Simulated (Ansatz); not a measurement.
# Na on Mo(110): change of the work function, part 3 of 3

Aim: the work function of Mo(110) at several coverages of Na (hollow site), and the dipole that each adsorbate carries.

Ansatz 0.2.0; plane-wave DFT, PBE, Ansatz PAW.

So far, work function, upper face (eV): step 2 (the clean slab) 4.60; step 3 (37 atoms, coverage 0.111 ML, cell 3x3) 2.91.

## (4) Adsorbate added, k-mesh 6×6×1, coverage 0.25 ML

System of this step: Na/Mo(110). The cell holds 17 atoms: 16 Mo and 1 Na. Cell: a = 5.456 Å, b = 5.456 Å, c = 27.551 Å, α = 90.0°, β = 90.0°, γ = 70.5°. Vacuum lies along c.

Another coverage, to see how the dipoles act on each other as their distance changes.

input.yaml reads:

```yaml
crystal:
  lattice:
    - [4.4547727214, -3.15, 0.0]
    - [4.4547727214, 3.15, 0.0]
    - [0.0, 0.0, 27.5505344966]
  atoms:
    - { symbol: Mo, position: [0.0, 0.0, 0.3266724281] }
    - { symbol: Mo, position: [0.25, 0.25, 0.4075197293] }
    - { symbol: Mo, position: [0.0, 0.0, 0.4891740345] }
    - { symbol: Mo, position: [0.25, 0.25, 0.5670727679] }
    - { symbol: Mo, position: [0.0, 0.5, 0.3266724281] }
    - { symbol: Mo, position: [0.25, 0.75, 0.4075197293] }
    - { symbol: Mo, position: [0.0, 0.5, 0.4891740345] }
    - { symbol: Mo, position: [0.25, 0.75, 0.5670727679] }
    - { symbol: Mo, position: [0.5, 0.0, 0.3266724281] }
    - { symbol: Mo, position: [0.75, 0.25, 0.4075197293] }
    - { symbol: Mo, position: [0.5, 0.0, 0.4891740345] }
    - { symbol: Mo, position: [0.75, 0.25, 0.5670727679] }
    - { symbol: Mo, position: [0.5, 0.5, 0.3266724281] }
    - { symbol: Mo, position: [0.75, 0.75, 0.4075197293] }
    - { symbol: Mo, position: [0.5, 0.5, 0.4891740345] }
    - { symbol: Mo, position: [0.75, 0.75, 0.5670727679] }
    - { symbol: Na, position: [0.42, 0.42, 0.6733275719] }
kpoints:
  mp_grid: { grid: [6, 6, 1] }
hamiltonian:
  xc: pbe
scf:
  occupations: { method: fermi_dirac, width: 0.1 }
  convergence: { dr2_threshold: 1.0e-08 }
efield:
  axis: 3
  dipole_correction: true
  ramp_position: 0.97
  ramp_width: 0.06
relax:
  f_tol: 0.02
  max_steps: 60
  constraints: [{ sites: [0, 1, 4, 5, 8, 9, 12, 13] }]
output:
  dos: { projected: true, e_range: [-8, 4] }
  write_potential: true
  write_density: true
  volumetric_format: npy
  elf: true
```

The run is started by

```sh
ansatz run input.yaml --threads 4 --pin off --max-ram 16384MiB --backend cpu --events-out ev --progress --plain --runs-dir out
```

Log:

```text
[...]
Crystal: 17 atoms, lattice volume = 773.208 Å³
Basis set: ecut = 420 eV, 15141 PW (Γ), exchange–correlation on 80×80×384 points (8 copies of the dense FFT grid, shifted against one another)
Bands: 140, of which v1, the nominal top of the filled ones, is band 117 counted from 1 (116 counted from 0)
Symmetry: 2 space group operations
[...]
k-points: 13 of 36 (time reversal used)
[...]
SCF iter   1: F=—  HF=-80773.803198 eV  |F-HF|=—  |Δ(HF+E_count)|=         —  Δρ=4.07e-3  dr2=2.88e0  ethr=1.77e-3  p=0.601 e·Å  D=1.41e-1 V/Å  ΔV_dip=-3.88 eV  dr2_dipole=2.42e0  V_vac-E_F(+/−)=1.03/4.90 eV  ⟨swp⟩=8.6  Hψ=8770  notcnv=0
[...]
SCF iter  11: F=-80773.697394 eV  HF=-80773.697394 eV  |F-HF|=6.69e-10  |Δ(HF+E_count)|=   1.59e-8  Δρ=2.69e-7  dr2=1.05e-9  ethr=4.29e-12  p=0.428 e·Å  D=1.00e-1 V/Å  ΔV_dip=-2.76 eV  dr2_dipole=2.16e-11  V_vac-E_F(+/−)=1.88/4.64 eV  ⟨swp⟩=11.2  Hψ=12823  notcnv=0
SCF 1 converged in 11 iterations: F = -80773.697394 eV  dr2 = 1.05e-9
[...]
relax step   1: F+E_penalty+E_count = -80773.69739422 eV  Δ(F+E_penalty+E_count) = +0.000e0 eV  max|allowed force component| = 4.034e-1 eV/Å  Δτ_max = 0.0000 Å  (11 SCF iters, accepted)
[...]
SCF iter   9: F=-80773.725113 eV  HF=-80773.725113 eV  |F-HF|=2.08e-9  |Δ(HF+E_count)|=   1.92e-8  Δρ=4.52e-7  dr2=3.09e-9  ethr=4.29e-12  p=0.431 e·Å  D=1.01e-1 V/Å  ΔV_dip=-2.78 eV  dr2_dipole=7.89e-10  V_vac-E_F(+/−)=1.86/4.64 eV  ⟨swp⟩=12.2  Hψ=13410  notcnv=0
SCF 2 converged in 9 iterations: F = -80773.725113 eV  dr2 = 3.09e-9
relax step   2: F+E_penalty+E_count = -80773.72511267 eV  Δ(F+E_penalty+E_count) = -2.772e-2 eV  max|allowed force component| = 3.156e-1 eV/Å  Δτ_max = 0.0737 Å  (9 SCF iters, accepted)
SCF iter   1: F=—  HF=-80773.764337 eV  |F-HF|=—  |Δ(HF+E_count)|=         —  Δρ=1.67e-3  dr2=1.25e-1  ethr=7.39e-4  p=0.431 e·Å  D=1.01e-1 V/Å  ΔV_dip=-2.78 eV  dr2_dipole=3.23e-2  V_vac-E_F(+/−)=1.88/4.65 eV  ⟨swp⟩=4.2  Hψ=3284  notcnv=0
[...]
SCF iter   9: F=-80773.761651 eV  HF=-80773.761651 eV  |F-HF|=9.02e-10  |Δ(HF+E_count)|=   6.68e-9  Δρ=3.52e-7  dr2=2.30e-9  ethr=4.29e-12  p=0.419 e·Å  D=9.81e-2 V/Å  ΔV_dip=-2.70 eV  dr2_dipole=2.32e-10  V_vac-E_F(+/−)=1.94/4.64 eV  ⟨swp⟩=11.6  Hψ=13107  notcnv=0
SCF 3 converged in 9 iterations: F = -80773.761651 eV  dr2 = 2.30e-9
relax step   3: F+E_penalty+E_count = -80773.76165052 eV  Δ(F+E_penalty+E_count) = -3.654e-2 eV  max|allowed force component| = 1.036e-1 eV/Å  Δτ_max = 0.1570 Å  (9 SCF iters, accepted)
[...]
relax step   4: F+E_penalty+E_count = -80773.76794983 eV  Δ(F+E_penalty+E_count) = -6.299e-3 eV  max|allowed force component| = 5.032e-2 eV/Å  Δτ_max = 0.0928 Å  (8 SCF iters, accepted)
[...]
relax step   5: F+E_penalty+E_count = -80773.77661640 eV  Δ(F+E_penalty+E_count) = -8.667e-3 eV  max|allowed force component| = 3.598e-2 eV/Å  Δτ_max = 0.1916 Å  (9 SCF iters, accepted)
[...]
relax step   6: F+E_penalty+E_count = -80773.78190236 eV  Δ(F+E_penalty+E_count) = -5.286e-3 eV  max|allowed force component| = 2.459e-2 eV/Å  Δτ_max = 0.1971 Å  (9 SCF iters, accepted)
[...]
relax step   7: F+E_penalty+E_count = -80773.78345646 eV  Δ(F+E_penalty+E_count) = -1.554e-3 eV  max|allowed force component| = 2.602e-2 eV/Å  Δτ_max = 0.1805 Å  (9 SCF iters, accepted)
SCF iter   1: F=—  HF=-80773.782731 eV  |F-HF|=—  |Δ(HF+E_count)|=         —  Δρ=2.59e-4  dr2=4.16e-4  ethr=1.76e-7  p=0.417 e·Å  D=9.76e-2 V/Å  ΔV_dip=-2.69 eV  dr2_dipole=5.51e-6  V_vac-E_F(+/−)=1.96/4.64 eV  ⟨swp⟩=4.0  Hψ=4639  notcnv=0
[...]
SCF iter   7: F=-80773.783578 eV  HF=-80773.783578 eV  |F-HF|=1.75e-10  |Δ(HF+E_count)|=   1.02e-8  Δρ=2.90e-7  dr2=1.13e-9  ethr=4.29e-12  p=0.417 e·Å  D=9.76e-2 V/Å  ΔV_dip=-2.69 eV  dr2_dipole=5.94e-11  V_vac-E_F(+/−)=1.95/4.64 eV  ⟨swp⟩=9.4  Hψ=11471  notcnv=0
SCF 8 converged in 7 iterations: F = -80773.783578 eV  dr2 = 1.13e-9
relax step   8: F+E_penalty+E_count = -80773.78357757 eV  Δ(F+E_penalty+E_count) = -1.211e-4 eV  max|allowed force component| = 1.248e-2 eV/Å  Δτ_max = 0.0058 Å  (7 SCF iters, accepted)
[...]
WARN: The output density's exchange-correlation potential varies sharply where the density is thin. Do not read a vacuum level from v_tot or v_xc, or from such a field of the output density. On a cell that repeats whose density bears no net charge and no dipole along the vacuum's axis use v_es (v_loc + v_h of the components); under efield.dipole_correction with no amplitude use v_es + v_field, which holds any externa [...]
SCF converged after 7 iterations
Free energy (F): -80773.783578 eV
[...]
Internal energy: -80773.312538 eV  (E = F + TS)
E sigma→0 (E₀):  -80773.548058 eV
Entropy (-TS):   -0.471040 eV (-27.708 meV/atom)
Fermi energy:    4.880488 eV
Dipole field:    D = 0.097602 V/Å  (p = 0.417054 e·Å, saw-weighted, corrected)
Work function:   Φ+ = 1.9549 eV   Φ− = 4.6439 eV
[...]
--- Forces (eV/Å), atoms counted from 1 ---
  atom   1  Mo     0.00057247     0.00000000     0.50597190
  atom   2  Mo     0.00102387     0.00000000    -0.50396063
  atom   3  Mo     0.00505361     0.00000000    -0.01023804
  atom   4  Mo     0.00202994     0.00000000     0.00035104
  atom   5  Mo     0.00020366    -0.00015887     0.50672184
  atom   6  Mo    -0.00159346     0.00134075    -0.51086742
  atom   7  Mo     0.00734006    -0.00424012     0.00056369
  atom   8  Mo    -0.01091798     0.01248232    -0.00213435
  atom   9  Mo     0.00020366     0.00015887     0.50672184
  atom  10  Mo    -0.00159346    -0.00134075    -0.51086742
  atom  11  Mo     0.00734006     0.00424012     0.00056369
  atom  12  Mo    -0.01091798    -0.01248232    -0.00213435
  atom  13  Mo     0.00047851     0.00000000     0.51517356
  atom  14  Mo    -0.00440012     0.00000000    -0.50351657
  atom  15  Mo     0.01168887     0.00000000     0.01015659
  atom  16  Mo    -0.00565407     0.00000000    -0.00282810
  atom  17  Na    -0.00084941     0.00000000     0.00031208
  max |Σ_I F_I| component: 1.07e-5 eV/Å
--- Band table (eV; the first three rows and the last of 13) ---
  k-point 0: bands = [... 113 lower, 5.5057, 5.6497, 5.7564, 5.8164, 5.8213, 5.8635, 5.8748, 6.0436, ... 19 higher]
  k-point 1: bands = [... 113 lower, 5.2562, 5.3696, 5.4443, 5.4892, 5.5415, 5.8405, 5.8692, 5.9310, ... 19 higher]
  k-point 2: bands = [... 113 lower, 4.4274, 4.5025, 4.6864, 4.9335, 5.2120, 5.4203, 5.4569, 5.6175, ... 19 higher]
  k-point 12: bands = [... 113 lower, 4.1067, 4.1478, 4.1692, 4.1814, 4.1824, 4.3394, 4.3777, 4.7552, ... 19 higher]
--- Relaxed structure (8 steps of the walk, 8 accepted, 0 SCFs on fresh bases) ---
  F+E_penalty+E_count = -80773.78357757 eV   max|allowed force component| = 1.248e-2 eV/Å
  atoms:
    - { symbol: Mo, position: [0.0, 0.0, 0.326672] }
    - { symbol: Mo, position: [0.25, 0.25, 0.407520] }
    - { symbol: Mo, position: [-1.357812e-5, -1.357812e-5, 0.488587] }
    - { symbol: Mo, position: [0.250486, 0.250486, 0.568571] }
    - { symbol: Mo, position: [0.0, 0.5, 0.326672] }
    - { symbol: Mo, position: [0.25, 0.75, 0.407520] }
    - { symbol: Mo, position: [-7.849543e-5, 0.500010, 0.488954] }
    - { symbol: Mo, position: [0.248709, 0.751762, 0.566936] }
    - { symbol: Mo, position: [0.5, 0.0, 0.326672] }
    - { symbol: Mo, position: [0.75, 0.25, 0.407520] }
    - { symbol: Mo, position: [0.500010, -7.849543e-5, 0.488954] }
    - { symbol: Mo, position: [0.751762, 0.248709, 0.566936] }
    - { symbol: Mo, position: [0.5, 0.5, 0.326672] }
    - { symbol: Mo, position: [0.75, 0.75, 0.407520] }
    - { symbol: Mo, position: [0.499911, 0.499911, 0.488928] }
    - { symbol: Mo, position: [0.749804, 0.749804, 0.568566] }
    - { symbol: Na, position: [0.500821, 0.500821, 0.664782] }
```

It took 6.6 min on 4 threads of Arm Neoverse V1, shared host; peak memory 3 GiB.

Relaxation path:

```tsv
step	energy less that of the first step (eV)	largest force component (eV/Å)
1	0.0000	0.4034
2	-0.0277	0.3156
3	-0.0643	0.1036
4	-0.0706	0.0503
5	-0.0792	0.0360
6	-0.0845	0.0246
7	-0.0861	0.0260
8	-0.0862	0.0125
```

The run keeps the 2 symmetry operations that the program found, so distortions that break them were not tested.

The atoms that moved most (Å):

```tsv
atom	dx	dy	dz	length
Na17	0.720	0.000	-0.235	0.758
Mo4	0.004	0.000	0.041	0.042
Mo16	-0.002	0.000	0.041	0.041
Mo3	0.000	0.000	-0.016	0.016
Mo8	0.002	0.010	-0.004	0.011
Mo12	0.002	-0.010	-0.004	0.011
Mo15	-0.001	0.000	-0.007	0.007
Mo7	0.000	0.000	-0.006	0.006
```

The relaxed structure:

```cif
data_structure
_symmetry_space_group_name_H-M 'P 1'
_symmetry_Int_Tables_number 1
_cell_length_a 5.4560
_cell_length_b 5.4560
_cell_length_c 27.5505
_cell_angle_alpha 90.000
_cell_angle_beta 90.000
_cell_angle_gamma 70.529
_cell_volume 773.21
loop_
_atom_site_label
_atom_site_type_symbol
_atom_site_fract_x
_atom_site_fract_y
_atom_site_fract_z
_atom_site_occupancy
Mo1 Mo 0.00000 0.00000 0.32667 1
Mo2 Mo 0.25000 0.25000 0.40752 1
Mo3 Mo 0.99999 0.99999 0.48859 1
Mo4 Mo 0.25049 0.25049 0.56857 1
Mo5 Mo 0.00000 0.50000 0.32667 1
Mo6 Mo 0.25000 0.75000 0.40752 1
Mo7 Mo 0.99992 0.50001 0.48895 1
Mo8 Mo 0.24871 0.75176 0.56694 1
Mo9 Mo 0.50000 0.00000 0.32667 1
Mo10 Mo 0.75000 0.25000 0.40752 1
Mo11 Mo 0.50001 0.99992 0.48895 1
Mo12 Mo 0.75176 0.24871 0.56694 1
Mo13 Mo 0.50000 0.50000 0.32667 1
Mo14 Mo 0.75000 0.75000 0.40752 1
Mo15 Mo 0.49991 0.49991 0.48893 1
Mo16 Mo 0.74980 0.74980 0.56857 1
Na17 Na 0.50082 0.50082 0.66478 1
```

Read from the output:

```
energy at zero smearing        : -80773.5481 eV
work function, upper face      : 1.955 eV
work function, lower face      : 4.644 eV
dipole along the normal        : 0.4171 e·Å
step between the vacuum levels : -2.689 eV
```

Running mean over 2.227 Å of the planar mean; the ramp of the sawtooth is left out. Table of electron's electrostatic potential energy less the Fermi level by z:

z (Å), electron's electrostatic potential energy less the Fermi level (eV) and a bar from the least value:
```
        4        4.6 ##############################
        5        4.6 ##############################
        6        4.5 ##############################
        7        3.2 ############################
        8       -6.0 ############
        9      -12.4 #
       10      -12.7 #
       11      -12.9 #
       12      -12.8 #
       13      -12.9 #
       14      -13.2 
       15      -13.1 
       16      -11.6 ###
       17       -2.6 ##################
       18        1.1 ########################
       19        0.8 ########################
       20        1.7 #########################
       21        1.9 #########################
       22        1.9 #########################
       23        2.0 #########################
       24        2.0 #########################
```

The density of states has structure finer than the step of the table below, so its rows give means over 0.25 eV. Peaks (eV: height): -3.730: 28.2, -2.920: 28.9, -2.740: 39.8, -1.860: 30.4, -1.560: 27.9, 0.990: 36.4, 1.050: 31.5.

The density of states by energy, zero at the Fermi level; means over each step:

energy (eV), density of states (states/eV a cell) and a bar:
```
    -7.00        0.0 
    -6.75        0.2 
    -6.50        0.9 #
    -6.25        0.9 #
    -6.00        1.0 #
    -5.75        1.1 #
    -5.50        1.9 ##
    -5.25        2.6 ###
    -5.00        7.9 #########
    -4.75       15.2 #################
    -4.50       17.2 ###################
    -4.25       16.2 ##################
    -4.00       18.4 ####################
    -3.75       25.7 ############################
    -3.50       18.5 ####################
    -3.25       19.4 #####################
    -3.00       23.4 ##########################
    -2.75       24.4 ###########################
    -2.50       19.8 ######################
    -2.25       21.9 ########################
    -2.00       19.2 #####################
    -1.75       25.3 ############################
    -1.50       23.2 #########################
    -1.25       19.4 #####################
    -1.00       14.9 ################
    -0.75       12.7 ##############
    -0.50       15.5 #################
    -0.25       12.0 #############
     0.00       14.4 ################
     0.25       18.7 ####################
     0.50       19.9 ######################
     0.75       21.6 ########################
     1.00       27.4 ##############################
     1.25       24.3 ###########################
```

Projected DOS per atom over height of the atomic layer and energy from the Fermi level. Layers: Mo4 Mo4 Mo4 Mo4 Na from below.

Ten even steps from '0' (0.00 states/eV) to '9' (1.80 states/eV), each cell a mean:
```
78873
86672
75471
52251
62261
62361
95481
86692
86680
87770
59960
67660
67760
38830
26720
01100
00000
00000
00000
00000
00000
00000
```
Columns: height of the atomic layer (Å) from 9 to 18.3 (not evenly spaced); rows upwards: energy from the Fermi level (eV) from -7.96 to 1.34.

Electrostatic potential energy in the ca plane at fractional y = 0.500, with atoms of Mo and Na within 0.2 Å of it. With pseudopotentials it is smooth inside the atoms' cores, unlike the true potential.

Ten even steps from '0' (-64 eV) to '9' (9 eV), each cell a mean:
```
01589999985000389999999999999999999999999999
24799999997423689999999999999999999999999999
78999989999877899999999999999999999999999999
89999989999988999999999999999999999999999999
78999989999777899999999999899999999999999999
24799999997423689999999986689999999999999999
01589999985000389999999851168999999999999999
00489999984000379999999840058999999999999999
02689999986201589999999974478999999999999999
56899999998656799999999998889999999999999999
88999989999888999999999999999999999999999999
88999989999888999999999999999999999999999999
56899999998655799999999999999999999999999999
02689999986101589999999999999999999999999999
00489999984000379999999999999999999999999999
```
Columns run along c (16.0 Å, from fractional 0.33 to 0.91 of the cell; values clipped at the 3rd and 97th percentile), rows up along a (5.5 Å). Atoms in or near the plane, at fractional coordinates: Mo at (0.33, 0.00), Mo at (0.49, 0.00), Mo at (0.33, 0.50), Mo at (0.49, 0.50), Na at (0.66, 0.50).

Valence density in the ca plane at fractional y = 0.500, with atoms of Mo and Na within 0.2 Å of it. It is the smooth field of the valence electrons, not physical close to the nuclei.

Values in units of 1e0 e/Å³, 8 rows by 16 columns, each cell a mean:
```
3.4 0.3 0.3 0.6 4.4 1.1 0.3 0.2 0.0 0.0 0.0 0.0 0.0 0.0 0.0 0.0
0.5 0.3 0.3 0.3 0.6 0.3 0.3 0.2 0.1 0.0 0.0 0.0 0.0 0.0 0.0 0.0
1.0 0.3 0.3 0.3 1.2 0.4 0.3 0.2 0.1 0.3 0.0 0.0 0.0 0.0 0.0 0.0
4.3 0.4 0.3 0.8 5.4 1.5 0.3 0.2 0.6 9.5 0.2 0.0 0.0 0.0 0.0 0.0
3.4 0.3 0.3 0.6 4.4 1.1 0.3 0.2 0.3 5.4 0.1 0.0 0.0 0.0 0.0 0.0
0.5 0.3 0.3 0.3 0.6 0.3 0.3 0.2 0.1 0.1 0.0 0.0 0.0 0.0 0.0 0.0
1.0 0.3 0.3 0.3 1.2 0.4 0.3 0.2 0.1 0.0 0.0 0.0 0.0 0.0 0.0 0.0
4.3 0.4 0.3 0.8 5.4 1.5 0.3 0.2 0.0 0.0 0.0 0.0 0.0 0.0 0.0 0.0
```
Columns run along c (16.0 Å, from fractional 0.33 to 0.91 of the cell), rows up along a (5.5 Å). Atoms in or near the plane, at fractional coordinates: Mo at (0.33, 0.00), Mo at (0.49, 0.00), Mo at (0.33, 0.50), Mo at (0.49, 0.50), Na at (0.66, 0.50).

ELF in the ca plane at fractional y = 0.500, with atoms of Mo and Na within 0.2 Å of it. It is the smooth field of the valence electrons, not physical close to the nuclei.

Ten even steps from '0' (0.00) to '9' (0.72), each cell a mean:
```
89645545536989834544555543321100000000000000
97345434533798435444556554322110000000000000
43355444553344345444566653211111000000000000
43555444565433465444566520000112100000000000
53355444553354345444566201100012210000000000
97345434533798435444564037751001211000000000
89645545536989834544562176683001221000000000
59646545537958844545662274483001221000000000
99545434535999635444563157871001211000000000
75345434543575345444565113420001210000000000
43455444564333455444566410000012110000000000
43455444564343455444566642111111100000000000
75345434543576335444556654322211000000000000
99545434535999635444555544322110000000000000
59646545537958844545565543321100000000000000
```
Columns run along c (16.0 Å, from fractional 0.33 to 0.91 of the cell), rows up along a (5.5 Å). Atoms in or near the plane, at fractional coordinates: Mo at (0.33, 0.00), Mo at (0.49, 0.00), Mo at (0.33, 0.50), Mo at (0.49, 0.50), Na at (0.66, 0.50).

The relaxation took 8 steps and lowered the energy by 0.086 eV; the largest force on the free atoms ends at 0.012 eV/Å.

By hand: a sheet of dipoles makes a step −p/(ε₀A) in the electron's potential. With e/ε₀ = 180.95 V·Å, p = 0.4171 e·Å and A = 28.07 Å², that is −180.95 × (0.4171) / 28.07 = -2.689 eV, and the two vacuum levels of the run differ by -2.689 eV.

The covered face has 1.95 eV, -2.64 eV against the clean one; the bare back face has moved by -0.05 eV, a measure of how thin the slab is.

## (5) Work function against coverage

This step: plane-wave DFT, PBE, Ansatz PAW; work function against coverage (Ansatz 0.2.0).

The runs are now put side by side.

Numbers from this step:

| Property | Result |
| --- | --- |
| work function of the clean face | 4.598 eV |
| largest change of the work function | -2.643 eV |

Table of work function of the covered face by coverage:

```tsv
coverage (adsorbates/nm²)	work function of the covered face (eV)
0.00	4.60
1.58	2.91
3.56	1.95
```

The dipole per adsorbate comes from the change of the cell's dipole. Coverage, by row:

```tsv
coverage (1/nm²)	coverage (ML)	work function (eV)	change (eV)	dipole per adsorbate, positive end outwards (debye)	mean height of the added atoms over the highest substrate atom (Å)
1.583	0.1111	2.907	-1.691	2.8	2.705
3.563	0.25	1.955	-2.643	1.93	2.651
```

## (6) Outcome

```yaml
work_function_of_the_clean_face: 4.60 eV
work_function_at_0p11_ml: 2.91 eV
work_function_at_0p25_ml: 1.95 eV
dipole_per_adsorbate_at_0p11_ml_positive_end_outwards: 2.80 D
```

**Reading.** Na lowers the work function of Mo(110) at the lowest coverage, by 1.69 eV: the adsorbate layer has its positive end outwards. The slab has 4 layers, at the tabulated experimental lattice constant, one starting site was run, and quantum-size effects of a slab this thin can reach one or two tenths of an eV.

[Long decimals in the printed logs are rounded to 6 places.]

[Logs are printed without paths, hosts, clocks, repeated set-up lines and the standing remarks that a program may print on its own settings, such as how far it seeks lower states.]

[Hosts, paths, dates, database ids (printed as entryN), source tags and the programs' standing remarks are cut or masked in the printed files.]

[Maps of the electrostatic potential energy from Ansatz leave out the sawtooth potential of an applied field or a dipole correction, so their vacuum need not be flat; planar profiles and work functions include it.]
